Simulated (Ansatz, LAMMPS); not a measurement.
## Elastic response of amorphous Zn25Hg15S40 (80 atoms)

Aim: relax amorphous Zn25Hg15S40 (80 atoms), then change its volume to read the bulk modulus from the stress.

Main program and level: Ansatz 0.2.0; Kohn-Sham DFT, PBE, PAW (set soft_1), plane waves.

## Step 1: Starting point

The cell holds 80 atoms: 25 Zn, 15 Hg and 40 S. Cell: a = 12.129 Å, b = 12.129 Å, c = 12.129 Å, α = 90.0°, β = 90.0°, γ = 90.0°. 80 atoms (25 Zn, 15 Hg, 40 S) placed at random at 5.51 g/cm³, melted at 2500 K for 10 ps at fixed volume with the Stillinger-Weber II-VI potential (Zhou et al., Phys. Rev. B 88, 085309 (2013)). Quenched from 2500 K to 300 K at 3 K/ps and fixed volume, held 5 ps, then minimised at fixed cell.

Limits known from the start: The quench rate of 3 K/ps is many orders above laboratory rates, so the cell is likely richer in defects and strain than a real sample. The starting topology of bonds comes from the classical model, and needn't be the one that DFT or experiment would give. The Brillouin zone is sampled at Γ only. The levels lack spin–orbit coupling, which is large for the heavy elements here.

## Step 2: Single point at the start

A single point comes first, to see the forces before anything moves.

input.yaml

```yaml
crystal:
  lattice:
    - [12.1288, 0.0, 0.0]
    - [0.0, 12.1288, 0.0]
    - [0.0, 0.0, 12.1288]
  atoms:
    - { symbol: Zn, position: [0.68621, 0.85038, 0.4495] }
    - { symbol: Zn, position: [0.95222, 0.52089, 0.71397] }
    - { symbol: Zn, position: [0.68337, 0.15092, 0.5759] }
    - { symbol: Zn, position: [0.94374, 0.00756, 0.52239] }
    - { symbol: Zn, position: [0.18113, 0.16363, 0.34758] }
    - { symbol: Zn, position: [0.23047, 0.96529, 0.13483] }
    - { symbol: Zn, position: [0.61197, 0.3413, 0.32682] }
    - { symbol: Zn, position: [0.21628, 0.83556, 0.41526] }
    - { symbol: Zn, position: [0.44773, 0.0444, 0.38721] }
    - { symbol: Zn, position: [0.6853, 0.00857, 0.91502] }
    - { symbol: Zn, position: [0.40698, 0.31812, 0.55511] }
    - { symbol: Zn, position: [0.73225, 0.08388, 0.2665] }
    - { symbol: Zn, position: [0.07262, 0.39628, 0.98849] }
    - { symbol: Zn, position: [0.05228, 0.67072, 0.16582] }
    - { symbol: Zn, position: [0.68434, 0.49104, 0.57883] }
    - { symbol: Zn, position: [0.52384, 0.86792, 0.16286] }
    - { symbol: Zn, position: [0.29709, 0.46618, 0.78839] }
    - { symbol: Zn, position: [0.22606, 0.01732, 0.59496] }
    - { symbol: Zn, position: [0.42568, 0.656, 0.56918] }
    - { symbol: Zn, position: [0.16919, 0.51184, 0.46434] }
    - { symbol: Zn, position: [0.45738, 0.17507, 0.10794] }
    - { symbol: Zn, position: [0.89787, 0.32838, 0.42049] }
    - { symbol: Zn, position: [0.84715, 0.81807, 0.14938] }
    - { symbol: Zn, position: [0.92142, 0.66314, 0.434] }
    - { symbol: Zn, position: [0.44715, 0.48812, 0.05853] }
    - { symbol: Hg, position: [0.12145, 0.27608, 0.61794] }
    - { symbol: Hg, position: [0.3984, 0.75265, 0.89554] }
    - { symbol: Hg, position: [0.68455, 0.63345, 0.94864] }
    - { symbol: Hg, position: [0.96915, 0.06831, 0.05665] }
    - { symbol: Hg, position: [0.73605, 0.72927, 0.69727] }
    - { symbol: Hg, position: [0.57615, 0.30247, 0.81747] }
    - { symbol: Hg, position: [0.17603, 0.71418, 0.72786] }
    - { symbol: Hg, position: [0.25344, 0.3928, 0.21067] }
    - { symbol: Hg, position: [0.91953, 0.2045, 0.81124] }
    - { symbol: Hg, position: [0.47329, 0.92355, 0.68551] }
    - { symbol: Hg, position: [0.61146, 0.6354, 0.2883] }
    - { symbol: Hg, position: [0.7651, 0.33819, 0.05128] }
    - { symbol: Hg, position: [0.25105, 0.1369, 0.82264] }
    - { symbol: Hg, position: [0.06216, 0.92429, 0.84354] }
    - { symbol: Hg, position: [0.33533, 0.67104, 0.2474] }
    - { symbol: S, position: [0.09297, 0.33671, 0.39904] }
    - { symbol: S, position: [0.89716, 0.63906, 0.00432] }
    - { symbol: S, position: [0.09174, 0.99022, 0.39773] }
    - { symbol: S, position: [0.79679, 0.38996, 0.25966] }
    - { symbol: S, position: [0.03856, 0.89665, 0.17983] }
    - { symbol: S, position: [0.82594, 0.63519, 0.26364] }
    - { symbol: S, position: [0.95361, 0.71833, 0.76225] }
    - { symbol: S, position: [0.8723, 0.49575, 0.53264] }
    - { symbol: S, position: [0.71667, 0.14941, 0.77511] }
    - { symbol: S, position: [0.11172, 0.20481, 0.97217] }
    - { symbol: S, position: [0.25712, 0.48884, 0.97863] }
    - { symbol: S, position: [0.10783, 0.67398, 0.36522] }
    - { symbol: S, position: [0.61008, 0.66543, 0.50512] }
    - { symbol: S, position: [0.66086, 0.49239, 0.77739] }
    - { symbol: S, position: [0.5536, 0.16281, 0.27494] }
    - { symbol: S, position: [0.37851, 0.29549, 0.74598] }
    - { symbol: S, position: [0.47443, 0.46766, 0.26378] }
    - { symbol: S, position: [0.04558, 0.07007, 0.68283] }
    - { symbol: S, position: [0.89981, 0.41412, 0.87912] }
    - { symbol: S, position: [0.82543, 0.14243, 0.43831] }
    - { symbol: S, position: [0.36168, 0.4956, 0.47617] }
    - { symbol: S, position: [0.30227, 0.818, 0.59419] }
    - { symbol: S, position: [0.76497, 0.12817, 0.07443] }
    - { symbol: S, position: [0.57829, 0.99436, 0.52266] }
    - { symbol: S, position: [0.35688, 0.90162, 0.27403] }
    - { symbol: S, position: [0.22413, 0.71371, 0.06999] }
    - { symbol: S, position: [0.6003, 0.32246, 0.52149] }
    - { symbol: S, position: [0.86511, 0.82566, 0.53371] }
    - { symbol: S, position: [0.43847, 0.59586, 0.75356] }
    - { symbol: S, position: [0.60592, 0.82884, 0.8321] }
    - { symbol: S, position: [0.69495, 0.8936, 0.25684] }
    - { symbol: S, position: [0.32142, 0.15427, 0.48428] }
    - { symbol: S, position: [0.85856, 0.89212, 0.94566] }
    - { symbol: S, position: [0.14122, 0.49967, 0.66564] }
    - { symbol: S, position: [0.51344, 0.68603, 0.06943] }
    - { symbol: S, position: [0.03722, 0.46201, 0.17514] }
    - { symbol: S, position: [0.50625, 0.00537, 0.02435] }
    - { symbol: S, position: [0.5528, 0.32541, 0.02054] }
    - { symbol: S, position: [0.27461, 0.94202, 0.9402] }
    - { symbol: S, position: [0.26252, 0.16506, 0.16035] }
kpoints:
  mp_grid: { grid: [1, 1, 1] }
hamiltonian:
  xc: pbe
  pseudopotentials: { kind: paw, azcp: { folder: soft_1 } }
scf:
  occupations: { method: gaussian, width: 0.05 }
output:
  forces: true
```

Run with:

```
$ ansatz run input.yaml --threads 4 --pin off --max-ram 8192MiB --backend cpu --events-out ev --progress --plain --runs-dir out
```

Output:

```text
[...]
Pseudopotentials: kind: paw
Pseudopotential: Zn, paw, valence charge 12, recommended cutoff 420 eV (normal), soft_1/Zn.paw.azcp
Pseudopotential: Hg, paw, valence charge 20, recommended cutoff 420 eV (normal), soft_1/Hg.paw.azcp
Pseudopotential: S, paw, valence charge 6, recommended cutoff 420 eV (normal), soft_1/S.paw.azcp
[...]
Crystal: 80 atoms, lattice volume = 1784.241 Å³
Basis set: ecut = 420 eV, 34889 PW (Γ), exchange–correlation on 180×180×180 points (8 copies of the dense FFT grid, shifted against one another)
Bands: 500, of which v1, the nominal top of the filled ones, is band 420 counted from 1 (419 counted from 0)
Symmetry: 1 space group operations
Space group: P1 (ITA 1), of the structure as read, at distance tolerance 1.2e-4 Å
k-points: 1
[...]
Initial density: superposition of atomic densities (chi_scale 0.1, normalization cell, long waves kept (reshape's long-wave potential 0.50 eV rms))
Initial wavefunctions: pseudopotential atomic-orbital guess
[...]
SCF iter   1: F=—  HF=-326320.602310 eV  |F-HF|=—  |Δ(HF+E_count)|=         —  Δρ=4.04e-2  dr2=5.48e1  ethr=3.10e-3  ⟨swp⟩=6.0  Hψ=2134  notcnv=0  defer=35
preconditioner: auto → LDOS  [metal: Δε(μ)=0.027 eV  Ē_g=9.777 eV  σ=0.050 eV  W_gap=0.30  n_scr=436 (ndim 8)  ℏωp=23.6 eV  f_vac=0.041  D(μ)=41.95/eV (n_scr^D=250)  β→1.0]
SCF iter   2: F=—  HF=-326322.413433 eV  |F-HF|=—  |Δ(HF+E_count)|=    1.81e0  Δρ=4.98e-2  dr2=5.65e1  ethr=3.10e-3  ⟨swp⟩=3.0  Hψ=940  notcnv=0  defer=70
SCF iter   3: F=—  HF=-326311.171699 eV  |F-HF|=—  |Δ(HF+E_count)|=    1.12e1  Δρ=8.49e-3  dr2=3.02e0  ethr=3.10e-3  ⟨swp⟩=3.0  Hψ=908  notcnv=0  defer=72
SCF iter   4: F=—  HF=-326310.951043 eV  |F-HF|=—  |Δ(HF+E_count)|=   2.21e-1  Δρ=4.48e-3  dr2=6.55e-1  ethr=3.60e-4  ⟨swp⟩=3.0  Hψ=895  notcnv=0  defer=58
automatic band count: iteration 4 solves 486 bands in place of 500: the levels show a gap, and the empty bands left out lie too high to hold charge; the band table lists the bands solved (type scf.n_extra_bands for more)
SCF iter   5: F=—  HF=-326310.898467 eV  |F-HF|=—  |Δ(HF+E_count)|=   5.26e-2  Δρ=2.84e-3  dr2=2.35e-1  ethr=7.80e-5  ⟨swp⟩=2.0  Hψ=756  notcnv=0  defer=58
SCF iter   6: F=—  HF=-326310.872148 eV  |F-HF|=—  |Δ(HF+E_count)|=   2.63e-2  Δρ=1.61e-3  dr2=1.17e-1  ethr=2.80e-5  ⟨swp⟩=2.0  Hψ=538  notcnv=0  defer=58
SCF iter   7: F=—  HF=-326310.863850 eV  |F-HF|=—  |Δ(HF+E_count)|=   8.30e-3  Δρ=1.02e-3  dr2=4.09e-2  ethr=1.39e-5  ⟨swp⟩=1.0  Hψ=428  notcnv=0  defer=58
SCF iter   8: F=—  HF=-326310.860201 eV  |F-HF|=—  |Δ(HF+E_count)|=   3.65e-3  Δρ=6.63e-4  dr2=1.60e-2  ethr=4.87e-6  ⟨swp⟩=2.0  Hψ=734  notcnv=0  defer=58
SCF iter   9: F=—  HF=-326310.858216 eV  |F-HF|=—  |Δ(HF+E_count)|=   1.99e-3  Δρ=3.82e-4  dr2=6.00e-3  ethr=1.91e-6  ⟨swp⟩=7.0  Hψ=1425  notcnv=0  defer=70
automatic band count: iteration 9 solves 500 bands in place of 486: the levels no longer show a gap clear of their residuals, so the SCF keeps every band
SCF iter  10: F=—  HF=-326310.857632 eV  |F-HF|=—  |Δ(HF+E_count)|=   5.84e-4  Δρ=2.30e-4  dr2=2.39e-3  ethr=7.14e-7  ⟨swp⟩=1.0  Hψ=575  notcnv=0  defer=70
SCF iter  11: F=—  HF=-326310.857414 eV  |F-HF|=—  |Δ(HF+E_count)|=   2.18e-4  Δρ=1.53e-4  dr2=9.45e-4  ethr=2.84e-7  ⟨swp⟩=2.0  Hψ=740  notcnv=0  defer=70
[...]
SCF iter  20: F=—  HF=-326310.861074 eV  |F-HF|=—  |Δ(HF+E_count)|=   2.78e-8  Δρ=1.73e-6  dr2=1.12e-7  ethr=3.96e-11  ⟨swp⟩=2.0  Hψ=740  notcnv=0  defer=70
SCF iter  21: F=-326310.861074 eV  HF=-326310.861074 eV  |F-HF|=3.63e-8  |Δ(HF+E_count)|=   6.05e-9  Δρ=1.10e-6  dr2=3.96e-8  ethr=1.19e-11  ⟨swp⟩=4.0  Hψ=1354  notcnv=0
SCF 1 converged in 21 iterations: F = -326310.861074 eV  dr2 = 3.96e-8
[...]
SCF converged after 21 iterations
Free energy (F): -326310.861074 eV
Harris-Foulkes:  -326310.861074 eV  (|F-HF|=3.63e-8)
Internal energy: -326310.802745 eV  (E = F + TS)
E sigma→0 (E₀):  -326310.831909 eV
Entropy (-TS):   -0.058329 eV (-0.729 meV/atom)
Fermi energy:    7.132103 eV
--- Per-component energies (eV) ---
[...]
Σ components = -326310.861074   (vs F -326310.861074, Δ=0.00e0)
--- Forces (eV/Å), atoms counted from 1 ---
  atom   1  Zn     0.63127665    -0.24753611     0.04659896
  atom   2  Zn    -0.21378002     0.27523601     0.27573336
  atom   3  Zn     0.19255383     0.16374443     0.01696610
  atom   4  Zn     0.01069612    -0.16947698    -0.37328492
[...]
atom  80  S      0.17761891    -0.15680072     0.69502414
  max |Σ_I F_I| component: 2.66e-5 eV/Å
```

Elapsed: 49 s, on 4 threads of Arm Neoverse V1, shared host; peak memory 2.6 GiB.

The r.m.s. force at the start is 0.40 eV/Å.

(Part 1 of 4 ends here.)

[Logs are printed without paths, hosts, clocks, repeated set-up lines and the standing remarks that a program may print on its own settings, such as how far it seeks lower states.]

[Hosts, paths, dates, database ids (printed as entryN), source tags and the programs' standing remarks are cut or masked in the printed files.]
